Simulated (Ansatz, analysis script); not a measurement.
# Collinear and non-collinear states of BaMn2Sb2, part 2 of 2

Aim: rank collinear and non-collinear patterns of moments in one cell of BaMn2Sb2.

Ansatz 0.2.0; PBEsol, PAW set soft_1 (files made for PBE).

So far, largest spin moment in the atom's sphere (μB): step 2 (starting state) 3.58.

**4. Start: ferro**

Level of this step: Ansatz DFT on spinors from a typed pattern of moment directions; PBEsol, PAW set soft_1; PAW set soft_1 (Ansatz).

The parallel pattern comes first.

File input.yaml:

```yaml
crystal:
  lattice:
    - [-4.530306, 4.530306, 0.0]
    - [4.530306, 4.530306, 0.0]
    - [2.265153, -2.265153, -6.471912]
  atoms:
    - { symbol: Ba, position: [0.0, 0.0, 0.0] }
    - { symbol: Ba, position: [0.5, 0.5, 0.0] }
    - { symbol: Mn, position: [0.0, 0.25, 0.5], spin: 3.58, spin_axis: [0.0, 0.0, 1.0] }
    - { symbol: Mn, position: [0.5, 0.75, 0.5], spin: 3.58, spin_axis: [0.0, 0.0, 1.0] }
    - { symbol: Mn, position: [0.5, 0.25, 0.5], spin: 3.58, spin_axis: [0.0, 0.0, 1.0] }
    - { symbol: Mn, position: [0.0, 0.75, 0.5], spin: 3.58, spin_axis: [0.0, 0.0, 1.0] }
    - { symbol: Sb, position: [0.363767, 0.0, 0.727534] }
    - { symbol: Sb, position: [0.863767, 0.5, 0.727534] }
    - { symbol: Sb, position: [0.636233, 0.0, 0.272466] }
    - { symbol: Sb, position: [0.136233, 0.5, 0.272466] }
kpoints:
  mp_grid: { grid: [7, 6, 7] }
hamiltonian:
  xc: pbesol
  pseudopotentials: { kind: paw, azcp: { folder: soft_1 }, xc_functional: pbe }
scf:
  occupations: { method: fermi_dirac, width: 0.05 }
  max_iter: 120
  convergence: { dr2_threshold: 1.0e-08 }
  lower_state_search: "off"
basis:
  ecutwfc: 420.0
magnetization:
  noncollinear: true
```

Run with:

```
$ ansatz run input.yaml --threads 2 --pin off --max-ram 5632MiB --backend cpu --events-out ev --progress --plain --runs-dir out
```

Numbers of over 12 decimals in the logs are rounded to 6 here.

The log of the run:

```text
[...]
Crystal: 10 atoms, lattice volume = 265.655 Å³
Basis set: ecut = 420 eV, 5155 PW (Γ)
Bands: 168, of which v1, the nominal top of the filled ones, is band 140 counted from 1 (139 counted from 0)
Symmetry: 16 space group operations + 16 with time reversal
Moments: of one size on atoms that these operations exchange, one fixing the others by the rotation that the starting moments gave each, and all in one plane where the starting moments lie in one or along one axis (crystal.symmetry.detect: false holds none)
k-points: 64 of 294
[...]
Starting moments: Σ|m| = 14.32 μB on 4 of 10 sites
[...]
SCF iter   1: F=—  HF=-52839.569626 eV  |F-HF|=—  |Δ(HF+E_count)|=         —  Δρ=1.04e-1  dr2=3.91e1  dr2_m=8.69e-1  ethr=3.10e-3  |M|=1.19e1 ∫|m|=1.27e1 μB  |m|>n=0.0e0 m-floor=0.0e0 τ_xc=0.0e0  β_m=0.30  ⟨swp⟩=6.5  Hψ=41036  notcnv=0  defer=77
[...]
spin=Noncollinear: Kerker preconditioning applied to the charge; magnetization (m_x, m_y, m_z) channels mix plain (no charge-response kernel on spin).
SCF iter   2: F=—  HF=-52836.521878 eV  |F-HF|=—  |Δ(HF+E_count)|=    3.05e0  Δρ=3.47e-2  dr2=4.83e0  dr2_m=1.88e-1  ethr=3.10e-3  |M|=1.41e1 ∫|m|=1.48e1 μB  |m|>n=0.0e0 m-floor=0.0e0 τ_xc=0.0e0  β_m=1.00  ⟨swp⟩=3.9  Hψ=24625  notcnv=0  defer=464
[...]
SCF iter   7: F=—  HF=-52835.539599 eV  |F-HF|=—  |Δ(HF+E_count)|=   3.30e-2  Δρ=3.11e-3  dr2=2.27e-2  dr2_m=4.19e-4  ethr=4.06e-5  |M|=1.51e1 ∫|m|=1.59e1 μB  |m|>n=0.0e0 m-floor=0.0e0 τ_xc=0.0e0  β_m=0.30  ⟨swp⟩=2.2  Hψ=14555  notcnv=0  defer=454
[...]
spin-set hold released at iteration 7 (site moments contracting): the magnetisation degrees of freedom join the quasi-Newton model from the next iteration; the mixer history was flushed
SCF iter   8: F=—  HF=-52835.559317 eV  |F-HF|=—  |Δ(HF+E_count)|=   1.97e-2  Δρ=9.83e-4  dr2=2.38e-3  dr2_m=4.54e-4  ethr=1.62e-5  |M|=1.51e1 ∫|m|=1.60e1 μB  |m|>n=0.0e0 m-floor=0.0e0 τ_xc=0.0e0  β_m=0.54  ⟨swp⟩=2.0  Hψ=14988  notcnv=0  defer=453
[...]
SCF iter  16: F=-52835.580897 eV  HF=-52835.580897 eV  |F-HF|=5.05e-9  |Δ(HF+E_count)|=  8.44e-10  Δρ=1.18e-6  dr2=5.84e-9  dr2_m=2.99e-11  ethr=7.14e-12  |M|=1.52e1 ∫|m|=1.60e1 μB  |m|>n=0.0e0 m-floor=0.0e0 τ_xc=0.0e0  ⟨swp⟩=3.0  Hψ=24041  notcnv=0
SCF 1 converged in 16 iterations: F = -52835.580897 eV  dr2 = 5.84e-9
[...]
SCF converged after 16 iterations
Stability not checked: this state was not tested for a lower state beside it, because this non-collinear magnet's GGA is evaluated by the locally collinear projection, under which the energy is not smooth in the magnetisation (locally_collinear_gga; see scf.lower_state_search)
Magnetization: |M| = 15.2013 μB,  M = (+0.0000, +0.0000, +15.2013) μB
Absolute magnetization: 16.0434 μB (∫|m|, with the PAW one-centre terms)
Moment direction: held on its axis by an average over the rotations of spin about it
  site 0: m = (+0.0000, +0.0000, +0.0448) μB, |m| = 0.0448 μB  (R = 1.51 Å)
  site 1: m = (+0.0000, +0.0000, +0.0448) μB, |m| = 0.0448 μB  (R = 1.51 Å)
  site 2: m = (+0.0000, +0.0000, +3.5769) μB, |m| = 3.5769 μB  (R = 1.11 Å)
  site 3: m = (+0.0000, +0.0000, +3.5769) μB, |m| = 3.5769 μB  (R = 1.11 Å)
  site 4: m = (+0.0000, +0.0000, +3.5769) μB, |m| = 3.5769 μB  (R = 1.11 Å)
  site 5: m = (+0.0000, +0.0000, +3.5769) μB, |m| = 3.5769 μB  (R = 1.11 Å)
  site 6: m = (+0.0000, +0.0000, -0.0529) μB, |m| = 0.0529 μB  (R = 1.11 Å)
  site 7: m = (+0.0000, +0.0000, -0.0529) μB, |m| = 0.0529 μB  (R = 1.11 Å)
  site 8: m = (+0.0000, +0.0000, -0.0529) μB, |m| = 0.0529 μB  (R = 1.11 Å)
  site 9: m = (+0.0000, +0.0000, -0.0529) μB, |m| = 0.0529 μB  (R = 1.11 Å)
Free energy (F): -52835.580897 eV
[...]
Internal energy: -52835.505015 eV  (E = F + TS)
E sigma→0 (E₀):  -52835.542956 eV
Entropy (-TS):   -0.075883 eV (-7.588 meV/atom)
Fermi energy:    10.646052 eV
[...]
```

Run time: 7.4 min. Hardware: 2 threads of Arm Neoverse V2, shared host; peak memory 4.1 GiB; 15 min of CPU time.

It ends ferromagnetic; the largest site carries 3.58 μB.

Spin moment in the atom's sphere by atom:

```csv
atom,x (μB),y (μB),z (μB),size
Ba1,0.00,0.00,0.04,0.04
Ba2,0.00,0.00,0.04,0.04
Mn3,0.00,0.00,3.58,3.58
Mn4,0.00,0.00,3.58,3.58
Mn5,0.00,0.00,3.58,3.58
Mn6,0.00,0.00,3.58,3.58
Sb7,0.00,0.00,-0.05,0.05
Sb8,0.00,0.00,-0.05,0.05
Sb9,0.00,0.00,-0.05,0.05
Sb10,0.00,0.00,-0.05,0.05
```

**5. Start: 90 degrees in a plane**

A symmetric pattern; a run keeps it where it is stationary.

input.yaml, the sections that differ from step 4:

```yaml
crystal:
  lattice:
    - [-4.530306, 4.530306, 0.0]
    - [4.530306, 4.530306, 0.0]
    - [2.265153, -2.265153, -6.471912]
  atoms:
    - { symbol: Ba, position: [0.0, 0.0, 0.0] }
    - { symbol: Ba, position: [0.5, 0.5, 0.0] }
    - { symbol: Mn, position: [0.0, 0.25, 0.5], spin: 3.58, spin_axis: [1.0, 0.0, 0.0] }
    - { symbol: Mn, position: [0.5, 0.75, 0.5], spin: 3.58, spin_axis: [0.0, 1.0, 0.0] }
    - { symbol: Mn, position: [0.5, 0.25, 0.5], spin: 3.58, spin_axis: [-1.0, 0.0, 0.0] }
    - { symbol: Mn, position: [0.0, 0.75, 0.5], spin: 3.58, spin_axis: [0.0, -1.0, 0.0] }
    - { symbol: Sb, position: [0.363767, 0.0, 0.727534] }
    - { symbol: Sb, position: [0.863767, 0.5, 0.727534] }
    - { symbol: Sb, position: [0.636233, 0.0, 0.272466] }
    - { symbol: Sb, position: [0.136233, 0.5, 0.272466] }
output:
  write_density: true
  write_potential: true
  elf: true
  volumetric_format: npy
# kpoints, hamiltonian, scf, basis, magnetization: as in step 4
```

The log of the run:

```text
[...]
Crystal: 10 atoms, lattice volume = 265.655 Å³
Basis set: ecut = 420 eV, 5155 PW (Γ)
Bands: 168, of which v1, the nominal top of the filled ones, is band 140 counted from 1 (139 counted from 0)
Symmetry: 16 space group operations + 16 with time reversal
[...]
k-points: 64 of 294
[...]
Starting moments: Σ|m| = 14.32 μB on 4 of 10 sites
[...]
k-point 0: bands = [... 136 lower, 10.1642, 10.1642, 10.5153, 10.5153, 10.7732, 10.7732, 10.9268, 10.9268, ... 24 higher]
  k-point 1: bands = [... 136 lower, 10.1833, 10.1833, 10.4206, 10.4206, 10.6899, 10.6899, 10.9488, 10.9488, ... 24 higher]
  k-point 2: bands = [... 136 lower, 10.2291, 10.2291, 10.2291, 10.2291, 10.5785, 10.5785, 11.0580, 11.0580, ... 24 higher]
  k-point 63: bands = [... 136 lower, 10.2975, 10.2975, 10.2975, 10.2975, 11.0805, 11.0805, 11.0805, 11.0805, ... 24 higher]
[key lines of the parts left out:]
SCF converged after 40 iterations
Magnetization: |M| = 0.0000 μB,  M = (-0.0000, +0.0000, +0.0000) μB
Free energy (F): -52836.498420 eV
Fermi energy:    10.686031 eV
```

The job ended after 23 min (2 threads; peak memory 4.2 GiB; 46 min of CPU time).

It ends antiferromagnetic; the largest site carries 3.65 μB.

Spin moment in the atom's sphere by atom:

```csv
atom,x (μB),y (μB),z (μB),size
Ba1,0.00,0.00,0.00,0.00
Ba2,0.00,0.00,0.00,0.00
Mn3,2.58,2.58,0.00,3.65
Mn4,2.58,2.58,0.00,3.65
Mn5,-2.58,-2.58,0.00,3.65
Mn6,-2.58,-2.58,0.00,3.65
Sb7,0.00,0.00,0.00,0.00
Sb8,0.00,0.00,0.00,0.00
Sb9,0.00,0.00,0.00,0.00
Sb10,0.00,0.00,0.00,0.00
```

**6. Start: random 2**

Random directions favour no pattern, so the moments can find one that was not thought of.

input.yaml, the sections that differ from step 5:

```yaml
crystal:
  lattice:
    - [-4.530306, 4.530306, 0.0]
    - [4.530306, 4.530306, 0.0]
    - [2.265153, -2.265153, -6.471912]
  atoms:
    - { symbol: Ba, position: [0.0, 0.0, 0.0] }
    - { symbol: Ba, position: [0.5, 0.5, 0.0] }
    - { symbol: Mn, position: [0.0, 0.25, 0.5], spin: 3.58, spin_axis: [0.348367, 0.893361, -0.283806] }
    - { symbol: Mn, position: [0.5, 0.75, 0.5], spin: 3.58, spin_axis: [-0.933802, -0.289501, 0.210245] }
    - { symbol: Mn, position: [0.5, 0.25, 0.5], spin: 3.58, spin_axis: [0.422733, 0.291645, 0.858044] }
    - { symbol: Mn, position: [0.0, 0.75, 0.5], spin: 3.58, spin_axis: [-0.136604, -0.67287, 0.727039] }
    - { symbol: Sb, position: [0.363767, 0.0, 0.727534] }
    - { symbol: Sb, position: [0.863767, 0.5, 0.727534] }
    - { symbol: Sb, position: [0.636233, 0.0, 0.272466] }
    - { symbol: Sb, position: [0.136233, 0.5, 0.272466] }
# kpoints, hamiltonian, scf, basis, magnetization: as in step 5
# output: removed
```

The log of the run:

```text
[...]
Crystal: 10 atoms, lattice volume = 265.655 Å³
Basis set: ecut = 420 eV, 5155 PW (Γ)
Bands: 168, of which v1, the nominal top of the filled ones, is band 140 counted from 1 (139 counted from 0)
Symmetry: 4 space group operations
[...]
k-points: 82 of 294
[...]
Starting moments: Σ|m| = 14.32 μB on 4 of 10 sites
[...]
site 7: m = (+0.0000, -0.0000, -0.0000) μB, |m| = 0.0000 μB  (R = 1.11 Å)
  site 8: m = (+0.0000, -0.0000, -0.0000) μB, |m| = 0.0000 μB  (R = 1.11 Å)
  site 9: m = (+0.0000, -0.0000, -0.0000) μB, |m| = 0.0000 μB  (R = 1.11 Å)
Free energy (F): -52836.498420 eV
[...]
Internal energy: -52836.489244 eV  (E = F + TS)
E sigma→0 (E₀):  -52836.493832 eV
Entropy (-TS):   -0.009176 eV (-0.918 meV/atom)
Fermi energy:    10.686040 eV
[...]
[key lines of the parts left out:]
SCF converged after 44 iterations
Magnetization: |M| = 0.0000 μB,  M = (-0.0000, -0.0000, -0.0000) μB
```

It took 28 min on 2 threads; peak memory 4.8 GiB.

It ends antiferromagnetic; the largest site carries 3.65 μB.

Spin moment in the atom's sphere by atom:

```csv
atom,x (μB),y (μB),z (μB),size
Ba1,0.00,0.00,0.00,0.00
Ba2,0.00,0.00,0.00,0.00
Mn3,-1.66,1.41,-2.93,3.65
Mn4,-1.66,1.41,-2.93,3.65
Mn5,1.66,-1.41,2.93,3.65
Mn6,1.66,-1.41,2.93,3.65
Sb7,0.00,0.00,0.00,0.00
Sb8,0.00,0.00,0.00,0.00
Sb9,0.00,0.00,0.00,0.00
Sb10,0.00,0.00,0.00,0.00
```

**7. Start: random 1**

input.yaml, the sections that differ from step 6:

```yaml
crystal:
  lattice:
    - [-4.530306, 4.530306, 0.0]
    - [4.530306, 4.530306, 0.0]
    - [2.265153, -2.265153, -6.471912]
  atoms:
    - { symbol: Ba, position: [0.0, 0.0, 0.0] }
    - { symbol: Ba, position: [0.5, 0.5, 0.0] }
    - { symbol: Mn, position: [0.0, 0.25, 0.5], spin: 3.58, spin_axis: [-0.664169, 0.330621, 0.670499] }
    - { symbol: Mn, position: [0.5, 0.75, 0.5], spin: 3.58, spin_axis: [-0.702664, -0.393559, 0.592768] }
    - { symbol: Mn, position: [0.5, 0.25, 0.5], spin: 3.58, spin_axis: [-0.028995, -0.586501, 0.809429] }
    - { symbol: Mn, position: [0.0, 0.75, 0.5], spin: 3.58, spin_axis: [0.047378, 0.952422, 0.301078] }
    - { symbol: Sb, position: [0.363767, 0.0, 0.727534] }
    - { symbol: Sb, position: [0.863767, 0.5, 0.727534] }
    - { symbol: Sb, position: [0.636233, 0.0, 0.272466] }
    - { symbol: Sb, position: [0.136233, 0.5, 0.272466] }
# kpoints, hamiltonian, scf, basis, magnetization: as in step 6
```

The log of the run:

```text
[...]
Crystal: 10 atoms, lattice volume = 265.655 Å³
Basis set: ecut = 420 eV, 5155 PW (Γ)
Bands: 168, of which v1, the nominal top of the filled ones, is band 140 counted from 1 (139 counted from 0)
Symmetry: 4 space group operations
[...]
k-points: 82 of 294
[...]
Starting moments: Σ|m| = 14.32 μB on 4 of 10 sites
[...]
site 7: m = (-0.0000, +0.0000, +0.0000) μB, |m| = 0.0000 μB  (R = 1.11 Å)
  site 8: m = (-0.0000, +0.0000, +0.0000) μB, |m| = 0.0000 μB  (R = 1.11 Å)
  site 9: m = (-0.0000, +0.0000, +0.0000) μB, |m| = 0.0000 μB  (R = 1.11 Å)
Free energy (F): -52836.498420 eV
[...]
Internal energy: -52836.489244 eV  (E = F + TS)
E sigma→0 (E₀):  -52836.493832 eV
Entropy (-TS):   -0.009176 eV (-0.918 meV/atom)
Fermi energy:    10.686037 eV
[...]
[key lines of the parts left out:]
SCF converged after 49 iterations
Magnetization: |M| = 0.0001 μB,  M = (-0.0000, +0.0000, -0.0001) μB
```

The job ended after 33 min (2 threads; peak memory 4.8 GiB).

It ends antiferromagnetic; the largest site carries 3.65 μB.

Spin moment in the atom's sphere by atom:

```csv
atom,x (μB),y (μB),z (μB),size
Ba1,0.00,0.00,0.00,0.00
Ba2,0.00,0.00,0.00,0.00
Mn3,-3.60,-0.22,0.55,3.65
Mn4,-3.60,-0.22,0.55,3.65
Mn5,3.60,0.22,-0.55,3.65
Mn6,3.60,0.22,-0.55,3.65
Sb7,0.00,0.00,0.00,0.00
Sb8,0.00,0.00,0.00,0.00
Sb9,0.00,0.00,0.00,0.00
Sb10,0.00,0.00,0.00,0.00
```

**8. Start: tetrahedral**

input.yaml, the sections that differ from step 7:

```yaml
crystal:
  lattice:
    - [-4.530306, 4.530306, 0.0]
    - [4.530306, 4.530306, 0.0]
    - [2.265153, -2.265153, -6.471912]
  atoms:
    - { symbol: Ba, position: [0.0, 0.0, 0.0] }
    - { symbol: Ba, position: [0.5, 0.5, 0.0] }
    - { symbol: Mn, position: [0.0, 0.25, 0.5], spin: 3.58, spin_axis: [0.57735, 0.57735, 0.57735] }
    - { symbol: Mn, position: [0.5, 0.75, 0.5], spin: 3.58, spin_axis: [0.57735, -0.57735, -0.57735] }
    - { symbol: Mn, position: [0.5, 0.25, 0.5], spin: 3.58, spin_axis: [-0.57735, 0.57735, -0.57735] }
    - { symbol: Mn, position: [0.0, 0.75, 0.5], spin: 3.58, spin_axis: [-0.57735, -0.57735, 0.57735] }
    - { symbol: Sb, position: [0.363767, 0.0, 0.727534] }
    - { symbol: Sb, position: [0.863767, 0.5, 0.727534] }
    - { symbol: Sb, position: [0.636233, 0.0, 0.272466] }
    - { symbol: Sb, position: [0.136233, 0.5, 0.272466] }
# kpoints, hamiltonian, scf, basis, magnetization: as in step 7
```

The log of the run:

```text
[...]
Crystal: 10 atoms, lattice volume = 265.655 Å³
Basis set: ecut = 420 eV, 5155 PW (Γ)
Bands: 168, of which v1, the nominal top of the filled ones, is band 140 counted from 1 (139 counted from 0)
Symmetry: 16 space group operations
[...]
k-points: 64 of 294
[...]
Starting moments: Σ|m| = 14.32 μB on 4 of 10 sites
[...]
site 7: m = (+0.0000, +0.0000, -0.0000) μB, |m| = 0.0000 μB  (R = 1.11 Å)
  site 8: m = (-0.0000, +0.0000, +0.0000) μB, |m| = 0.0000 μB  (R = 1.11 Å)
  site 9: m = (-0.0000, -0.0000, -0.0000) μB, |m| = 0.0000 μB  (R = 1.11 Å)
Free energy (F): -52836.498420 eV
[...]
Internal energy: -52836.489244 eV  (E = F + TS)
E sigma→0 (E₀):  -52836.493832 eV
Entropy (-TS):   -0.009176 eV (-0.918 meV/atom)
Fermi energy:    10.686034 eV
[...]
[key lines of the parts left out:]
SCF converged after 59 iterations
Magnetization: |M| = 0.0000 μB,  M = (-0.0000, +0.0000, +0.0000) μB
```

It took 32 min on 2 threads; peak memory 4.1 GiB; 63 min of CPU time.

It ends antiferromagnetic; the largest site carries 3.65 μB.

**9. Start: collinear ++--**

input.yaml, the sections that differ from step 8:

```yaml
crystal:
  lattice:
    - [-4.530306, 4.530306, 0.0]
    - [4.530306, 4.530306, 0.0]
    - [2.265153, -2.265153, -6.471912]
  atoms:
    - { symbol: Ba, position: [0.0, 0.0, 0.0] }
    - { symbol: Ba, position: [0.5, 0.5, 0.0] }
    - { symbol: Mn, position: [0.0, 0.25, 0.5], spin: 3.58, spin_axis: [0.0, 0.0, 1.0] }
    - { symbol: Mn, position: [0.5, 0.75, 0.5], spin: 3.58, spin_axis: [0.0, 0.0, 1.0] }
    - { symbol: Mn, position: [0.5, 0.25, 0.5], spin: 3.58, spin_axis: [0.0, 0.0, -1.0] }
    - { symbol: Mn, position: [0.0, 0.75, 0.5], spin: 3.58, spin_axis: [0.0, 0.0, -1.0] }
    - { symbol: Sb, position: [0.363767, 0.0, 0.727534] }
    - { symbol: Sb, position: [0.863767, 0.5, 0.727534] }
    - { symbol: Sb, position: [0.636233, 0.0, 0.272466] }
    - { symbol: Sb, position: [0.136233, 0.5, 0.272466] }
# kpoints, hamiltonian, scf, basis, magnetization: as in step 8
```

The log of the run:

```text
[...]
Crystal: 10 atoms, lattice volume = 265.655 Å³
Basis set: ecut = 420 eV, 5155 PW (Γ)
Bands: 168, of which v1, the nominal top of the filled ones, is band 140 counted from 1 (139 counted from 0)
Symmetry: 16 space group operations + 16 with time reversal
[...]
k-points: 64 of 294
[...]
Starting moments: Σ|m| = 14.32 μB on 4 of 10 sites
[...]
site 7: m = (+0.0000, +0.0000, +0.0000) μB, |m| = 0.0000 μB  (R = 1.11 Å)
  site 8: m = (+0.0000, +0.0000, -0.0000) μB, |m| = 0.0000 μB  (R = 1.11 Å)
  site 9: m = (+0.0000, +0.0000, -0.0000) μB, |m| = 0.0000 μB  (R = 1.11 Å)
Free energy (F): -52836.498420 eV
[...]
Internal energy: -52836.489244 eV  (E = F + TS)
E sigma→0 (E₀):  -52836.493832 eV
Entropy (-TS):   -0.009176 eV (-0.918 meV/atom)
Fermi energy:    10.686035 eV
[...]
[key lines of the parts left out:]
SCF converged after 15 iterations
Magnetization: |M| = 0.0000 μB,  M = (+0.0000, +0.0000, -0.0000) μB
```

It took 7.5 min on 2 threads; peak memory 4.1 GiB.

It ends antiferromagnetic; the largest site carries 3.65 μB.

**10. Ranking**

The last two columns average e·e over the pairs of the two nearest shells of magnetic atoms: 1 is parallel, −1 opposed.

The states reached:

```csv
start,final state,energy (meV/magnetic atom),net moment (μB/cell),mean moment (μB),least moment (μB),typed angles to the first (deg),final angles to the first (deg),triple product of the first three,"mean cosine, nearest magnetic neighbours",second shell
ferro,ferromagnetic,229.4,15.2,3.577,3.577,0 0 0,0 0 0,0,1,1
90 degrees in a plane,antiferromagnetic,0,0,3.652,3.652,90 180 90,0 180 180,0,-1,1
random 2,antiferromagnetic,0,0,3.652,3.652,130 81 149,0 180 180,0,-1,1
random 1,antiferromagnetic,0,1.00e-4,3.652,3.652,43 68 61,0 180 180,0,-1,1
tetrahedral,antiferromagnetic,0,0,3.652,3.652,109 109 109,0 180 180,0,-1,1
collinear ++--,antiferromagnetic,0,0,3.652,3.652,0 180 180,0 180 180,0,-1,1
```

**11. Summary of results**

| Quantity | Value |
| --- | --- |
| lowest state found | antiferromagnetic |
| mean cosine between nearest magnetic neighbours there | -1.0 |
| net moment of the lowest state | 0 μB a cell |
| mean moment in the lowest state | 3.65 μB |

What this shows: The lowest state found is antiferromagnetic, reached from the start «90 degrees in a plane», 229 meV a magnetic atom under the next one (ferromagnetic). 5 of the 6 converged starts end within 0.1 meV of the lowest. 4 starts left the typed angles, so their energies belong to the state reached. Without spin–orbit coupling only the angles between moments count. Only the listed patterns were tried. The 6 spinor runs took 2.2 h of wall time, added up. Energies are free energies at a smearing of 0.05 eV, and with partly filled levels differences shift, at times strongly, as the smearing goes to zero. In doubt: the program's search for lower states was switched off, so a lower magnetic state than those reached may exist.

[Logs and program files are shortened in this print: banners, set-up blocks, solver, clock and traceback lines can be left out without a mark of their own.]

[Logs are printed without paths, hosts, clocks, repeated set-up lines and the standing remarks that a program may print on its own settings, such as how far it seeks lower states.]

[Hosts, paths, dates, database ids (printed as entryN), source tags and the programs' standing remarks are cut or masked in the printed files.]
